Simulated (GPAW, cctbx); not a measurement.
## How far are the atoms of LiYTl2Br6 from free atoms?

Question: by how much does bonding change the X-ray structure factors of LiYTl2Br6, how firmly does DFT give the change, and what does a routine refinement make of it?

The start was made by putting kin elements into a known structure type; the compound need not exist, or be stable, in this form. All numbers below are calculated.

**1. Relax the structure**

The density hangs on the geometry, so cell and atoms are relaxed first, with the symmetry held. The cutoff is set higher than for the density because stress converges slowly with plane waves.

Settings: GPAW 26.7.0, PBE, 670 eV, 3×3×3 k-points, Fermi–Dirac width 0.05 eV, BFGS to 0.03 eV/Å.

```text
cell
1.0
     0.000000000    5.445000000    5.445000000
     5.445000000    0.000000000    5.445000000
     5.445000000    5.445000000    0.000000000
Tl Y Br Li
2 1 6 1
Direct
0.250000000 0.250000000 0.250000000
0.750000000 0.750000000 0.750000000
0.000000000 0.000000000 0.000000000
0.748300000 0.748300000 0.251700000
0.748300000 0.251700000 0.748300000
0.251700000 0.748300000 0.251700000
0.251700000 0.748300000 0.748300000
0.251700000 0.251700000 0.748300000
0.748300000 0.251700000 0.251700000
0.500000000 0.500000000 0.500000000
```

```console
$ OMP_NUM_THREADS=1 mpirun -n 4 gpaw python run.py > gpaw.log
```

```text
BFGS:    0      -35.291221        0.244441
BFGS:    1      -35.296986        0.205435
BFGS:    2      -35.312700        0.066607
BFGS:    3      -35.312938        0.063623
BFGS:    4      -35.315898        0.057331
BFGS:    5      -35.317797        0.054038
BFGS:    6      -35.318983        0.023821
cell  7.7588 7.7588 7.7588  60.00 60.00 60.00
volume 330.272 A^3, largest force 0.024 eV/A, largest stress 0.03 GPa
```

After 6 steps the volume has changed by +2.3 % and the energy by -0.028 eV; the largest stress left is 0.03 GPa. It took 2.1 min on 4 cores of Intel(R) Xeon(R) Platinum 8375C CPU @ 2.90GHz (Ice Lake) (shared host), peak memory 2 GiB.

Relaxed structure: Fm-3m (no. 225), a = 10.9726 Å, b = 10.9726 Å, c = 10.9726 Å, α = 90.00°, β = 90.00°, γ = 90.00°.

| atom | mult. | x | y | z |
| --- | --- | --- | --- | --- |
| Tl1 | 8 | 1/4 | 3/4 | 3/4 |
| Y1 | 4 | 0 | 0 | 0 |
| Br1 | 24 | 0 | 0 | 0.7468 |
| Li1 | 4 | 1/2 | 0 | 0 |

**2. Density and charge transfer**

X-rays see the whole electron density, so the PAW density is rebuilt with its core regions. Subtracting spherical free atoms from the same code cancels the cores and leaves the deformation density Δρ, the part due to bonding.

Settings: PBE, 550 eV, 3×3×3 k-points, Fermi–Dirac width 0.05 eV; primitive cell of 10 atoms.

```console
$ OMP_NUM_THREADS=1 mpirun -n 4 gpaw python run.py > gpaw.log
```

```text
|iter:   1|       0s |  -36.581932 | -0.87 |       |
|iter:   2|       1s |  -36.334428 | -2.38 | -1.25 |
|iter:   3|       2s |  -35.409577 | -1.71 | -1.30 |
...
|iter:   7|       7s |  -35.311846c| -5.70 | -3.22 |
|iter:   8|       8s |  -35.311848c| -6.94 | -4.00c|
|iter:   9|       9s |  -35.311849c| -7.95c| -4.45c|
```

```text
grid (84, 84, 84)  electrons 414.000  moved by bonding 1.788 e
deformation density beyond 0.5 A of the nuclei: max 0.085, min -0.058 e/A^3
atom        x       y       z   Voronoi charge  moment
Tl1    0.2500  0.2500  0.2500      0.443       0.00
Tl2    0.7500  0.7500  0.7500      0.443       0.00
Y 3    0.0000  0.0000  0.0000      0.324       0.00
Br4    0.7468  0.7468  0.2532     -0.214       0.00
Br5    0.7468  0.2532  0.7468     -0.214       0.00
Br6    0.2532  0.7468  0.2532     -0.214       0.00
Br7    0.2532  0.7468  0.7468     -0.214       0.00
Br8    0.2532  0.2532  0.7468     -0.214       0.00
Br9    0.7468  0.2532  0.2532     -0.214       0.00
Li10   0.5000  0.5000  0.5000      0.075       0.00
mean inner potential of superposed free atoms 12.044 V
total magnetic moment 0.000 muB
```

Deformation density in a plane through the shortest contact of the Br atom at the origin, in 0.01 e/Å³ (clipped at ±99); x from -1.6 to 4.3 Å, y from 2.4 down to -2.4 Å:

```text
  2   0   0   0   0   0   0   0   1   2   0   .   0   2   1   0
  1   0   0   0   0   0   0   0   1   2   2   2   2   2   1   0
  0   0   0   0   0   0   0   0   0   1   2   3   2   1   0   0
 -1   0   1   1   2   1   1   0   0   0   1   1   1   0   0   0
 -2   2   3   2   2   2   1   1   0  -1   0   0  -1  -1   0   1
  1   6   5  -2   .   0   2   2   0  -1   0   .   0   0   1   2
  3   8   6   .   .   .   2   3   1   0   .   .   .   0   1   3
  1   6   5  -2   .   0   2   2   0  -1   0   .   0   0   1   2
 -2   2   3   2   2   2   2   1   0  -1   0   0  -1  -1   0   1
 -1   0   1   1   2   1   1   0   0   0   1   1   1   0   0   0
  0   0   0   0   0   0   0   0   0   1   2   3   2   1   0   0
  1   0   0   0   0   0   0   0   1   2   2   2   2   2   1   0
  2   0   0   0   0   0   0   0   1   2   0   .   0   2   1   0
```

Atoms in or within 0.15 Å of the plane: Br (0.0, 0.0), Li (2.7, 0.0) Å. Dots mark points within about 0.45 Å of a nucleus; large values next to them are atomic features.

Br gains most (-0.21 e) and Tl loses most (+0.44 e); Br is the most electronegative element, but the order of the others doesn't follow electronegativity. Such charges fall far short of formal ones, since overlapping free atoms already put density on their neighbours. Along the shortest contact from the Br atom at the map's origin, Br–Li at 2.71 Å, Δρ is +0.02 e/Å³ at the midpoint and highest, +0.03, 1.00 Å from Br (points within 0.5 Å of a nucleus left out): little piles up between the atoms, as in an ionic contact (the run has a band gap). At the midpoints of other shortest contacts it is +0.06 (Y–Br, 2.78 Å) e/Å³. Point values carry grid noise of about 0.01 e/Å³. The run needed 9 iterations, 24 s.

**3. Structure factors**

The Fourier components of Δρ, added to those of the free atoms, give the static X-ray structure factors; the Mott–Bethe relation turns them into the Fourier components V of the potential that fast electrons feel.

```text
static structure factors of the conventional cell: F in electrons, V (Mott-Bethe) in volts
   h  k  l      d  |F| table  |F| free   |F| DFT   change   |V| free  |V| DFT  change %
   1  1  1  6.3350   120.157   120.351   120.170   -0.181     0.949    0.974      2.7
   0  2  0  5.4863   203.771   203.332   200.812   -2.520     0.371    0.108    -70.8
   0  2  2  3.8794   491.836   491.778   489.741   -2.037     2.333    2.439      4.6
   1  3  1  3.3084   128.543   128.655   128.420   -0.236     0.795    0.804      1.1
   2  2  2  3.1675  1153.167  1153.277  1156.048    2.771     5.780    5.684     -1.7
   0  4  0  2.7432  1379.631  1379.866  1381.720    1.854     7.186    7.137     -0.7
   1  3  3  2.5173   138.108   138.075   137.577   -0.498     0.747    0.758      1.5
   0  4  2  2.4535   199.293   199.007   199.276    0.269     0.035    0.029    -16.1
   2  4  2  2.2398   446.643   446.147   446.476    0.329     1.556    1.550     -0.4
   3  3  3  2.1117   147.385   147.352   146.750   -0.602     0.729    0.738      1.3
   1  5  1  2.1117    80.277    80.214    80.872    0.658     0.380    0.370     -2.7
   0  4  4  1.9397  1240.117  1239.851  1239.208   -0.643     5.409    5.417      0.2
   1  5  3  1.8547    92.493    92.512    92.599    0.088     0.414    0.413     -0.3
   2  4  4  1.8288   190.202   189.994   191.225    1.231     0.134    0.120    -10.6
```

The largest X-ray change is +2.77 e on 222, 0.2 % of |F|. For electrons V goes as (Z − F)/g², so a change of F counts against Z − F, which is small at low angle and wherever the atoms' terms cancel: |V| of 020 moves by -70.8 % (0.37 to 0.11 V) against -1.2 % in |F|. These compare absolute values; so weak a component may also change sign. The last three rows still change by up to 1.23 e; the table stops while the angles are still low. The tabulated Hartree–Fock atoms differ from the free DFT atoms by up to 0.50 e, so the choice of reference atom matters too.

**4. Convergence**

Cutoff and k-mesh: one is changed at a time, to find what the result needs.

| run | ΔF 222 (e) | ΔF 020 (e) | ΔF 022 (e) | q(Br) (e) | moved (e) | time |
| --- | --- | --- | --- | --- | --- | --- |
| 550 eV 3×3×3 | +2.771 | -2.520 | -2.037 | -0.214 | 1.788 | 24 s |
| 250 eV 3×3×3 | +2.712 | -2.544 | -2.090 | -0.214 | 1.767 | 14 s |
| 350 eV 3×3×3 | +2.750 | -2.530 | -2.051 | -0.214 | 1.735 | 21 s |
| 750 eV 3×3×3 | +2.768 | -2.520 | -2.038 | -0.214 | 1.790 | 45 s |
| 550 eV 1×1×1 | +3.028 | -2.236 | -2.291 | -0.216 | 1.951 | 15 s |
| 550 eV 2×2×2 | +2.838 | -2.553 | -2.064 | -0.217 | 1.815 | 23 s |

Within 0.06 e of the base on all three: 250 eV 3×3×3, 350 eV 3×3×3 and 750 eV 3×3×3. The largest error, 0.284 e, comes with 550 eV 1×1×1. Times are from shared hosts.

**5. What a spherical-atom refinement makes of it**

Routine crystallography fits spherical atoms. To see the bias, intensities are simulated from tabulated atoms plus the DFT change ΔF, so that bonding alone can misfit (15088 reflections of the full sphere, merged to the counts below, to 0.45 Å, 1 % proportional noise plus counting noise, assumed isotropic U as listed, Δρ smeared by the mean U) and refined with cctbx over different ranges.

```
                    range  data      R1  GooF  U Tl1 (true 0.0059)  U Y1 (true 0.0079)  U Br1 (true 0.0082)  U Li1 (true 0.0152)  largest shift (Å)  Δρ max, min (e/Å³)
                 all data   437  0.0031  1.01               0.0059              0.0079               0.0082               0.0156             0.0000         0.20, -0.26
 low resolution, d > 0.84    84  0.0019  0.99               0.0060              0.0080               0.0082               0.0157             0.0002         0.08, -0.10
     high order, d < 0.75   322  0.0039  1.03               0.0059              0.0079               0.0082               0.0156             0.0001         0.21, -0.26
occupancies free, d > 0.7   137  0.0019  0.94               0.0059              0.0080               0.0082               0.0160             0.0002         0.11, -0.14
```

With all data GooF is 1.01, so at this noise the bonding hardly shows; the top residual peak, near noise level, lies 0.90 Å from Br and 2.04 Å from Y. No U is off by more than 3 s.u. at low resolution. With Tl1 held at 1 and the scale free, the other occupancies refine to Y1 1.000(0.001), Br1 1.000(0.001) and Li1 0.998(0.027), within three s.u. of full.

**6. Answer**

Bonding moves 1.79 e in the primitive cell of LiYTl2Br6 and changes the structure factors of the conventional cell in the table above by at most 2.77 e (222, 0.2 %), and among reflections above 2 % of the strongest by up to 1.2 % (020). The shortest bond, Br–Li, has Δρ = +0.02 e/Å³ at its midpoint, which with the charge transfer marks a mainly ionic contact. Within 0.06 e of the base on all three: 250 eV 3×3×3, 350 eV 3×3×3 and 750 eV 3×3×3. The largest error, 0.284 e, comes with 550 eV 1×1×1. With all data GooF is 1.01, so at this noise the bonding hardly shows. Limits: static density, frozen cores, no spin–orbit coupling.

[Outputs are excerpts: Python notices, other lines and further rows are left out; steps that failed or that the build refused (PBEsol, TPSS) are not shown.]

[Logs are printed without paths, hosts, clocks, repeated set-up lines and the standing remarks that a program may print on its own settings, such as how far it seeks lower states.]
